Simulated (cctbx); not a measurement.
# Diagnosing a refinement

Cell a = 9.7440 Å, b = 6.1400 Å, c = 9.8400 Å, α = 90.00°, β = 102.93°, γ = 90.00°; space group C2/m (no. 12).

The data are simulated with cctbx, not measured: Mo Kα, λ = 0.71073 Å, to d = 0.77 Å, 70 % of the full sphere, strongest reflection 5000 counts, noise from counting, a 1.5 % proportional error and a noise floor of 15 counts (s.d.); no absorption.

An isotropic refinement with weights 1/σ² prints:

```text
Rint 0.045, 698 unique reflections to 0.77 A
cycle     R1     wR2    GooF  max shift (A)
   1  0.2816  0.5390  11.416   3.00704
  12  0.0312  0.0547   1.159   0.14368
final R1 0.0312 wR2 0.0545 GooF 1.154  parameters 20  data/parameter 34.9
atom        x        y        z      Ueq    occ   su(xyz)  su(Uiso or U11)
Ru1    0.00000  0.00000  0.00000   0.0031  1.000  0.00000  0.0002
Ni1    0.50000  0.00000  0.50000   0.0038  1.000  0.00000  0.0003
K1     0.62853  0.00000  0.88141   0.0085  1.000  0.00019  0.0003
K2     0.12909  0.00000  0.37356   0.0047  1.000  0.00017  0.0003
H1     0.14175  1.36935  0.93833   0.7012  1.000  0.11284  0.4523
H2     0.60560  0.29272  0.10891   0.0001  1.000  0.00816  0.0114
K3     0.10325  0.25562  0.63275   1.0000  1.000  0.00382  0.0382
difference map: max 1.44 min -1.68 rms 0.34
Q1    0.2426  0.0000  0.0306    4    1.48  1.36 A from K1
Q2    0.1294  0.0000  0.0083    4    1.48  1.25 A from Ru1
Q3    0.1507  0.5000  0.7551    4    1.15  1.31 A from K1
Q4    0.0026  0.1270  0.2322    8    1.14  1.81 A from H2
Q5    0.1602  0.0000  0.1810    4    1.14  1.50 A from H2
Q6    0.0107  0.5000  0.7997    4    1.11  1.25 A from K1
```

**Question.** Can this result stand? If not, what is the likely fault?

Mend it. The fault: spurious atom: K3. Against the right model at the same level, R1 goes from 0.0281 to 0.0312 and GooF from 0.96 to 1.15, K3 takes U = the program's ceiling, H1 takes U = 0.70 Å² and U of H2 shrinks from 0.0512 to the program's floor. A site with no density behind it hides by a very large U or drifts. The fit had not settled when the cycles ran out.

The compound is K4NiH8Ru. The right model at the same level gives:

```text
Rint 0.045, 698 unique reflections to 0.77 A
cycle     R1     wR2    GooF  max shift (A)
   1  0.1746  0.3048   6.437   0.26324
   6  0.0281  0.0456   0.962   0.00027
final R1 0.0281 wR2 0.0456 GooF 0.962  parameters 16  data/parameter 43.6
atom        x        y        z      Ueq    occ   su(xyz)  su(Uiso or U11)
Ru1    0.00000  0.00000  0.00000   0.0030  1.000  0.00000  0.0002
Ni1    0.50000  0.00000  0.50000   0.0036  1.000  0.00000  0.0003
K1     0.62852  0.00000  0.88145   0.0084  1.000  0.00016  0.0003
K2     0.12913  0.00000  0.37354   0.0045  1.000  0.00014  0.0003
H1     0.61158  0.80762  0.59977   0.0104  1.000  0.00838  0.0125
H2     0.60469  0.26328  0.12689   0.0512  1.000  0.01051  0.0236
difference map: max 1.41 min -1.57 rms 0.31
Q1    0.1290  0.0000  0.0087    4    1.49  1.24 A from Ru1
Q2    0.2418  0.0000  0.0309    4    1.31  1.36 A from K1
Q3    0.0658  0.5000  0.0815    4    1.19  1.70 A from H2
Q4    0.1573  0.0000  0.1792    4    1.15  1.59 A from H2
Q5    0.1502  0.5000  0.7518    4    1.12  1.34 A from K1
Q6    0.0106  0.5000  0.8006    4    1.10  1.24 A from K1
```

This is a model crystal, built by substitution and not relaxed, with assumed displacement parameters.

[Middle refinement cycles are left out of these outputs.]

[Logs are printed without paths, hosts, clocks, repeated set-up lines and the standing remarks that a program may print on its own settings, such as how far it seeks lower states.]
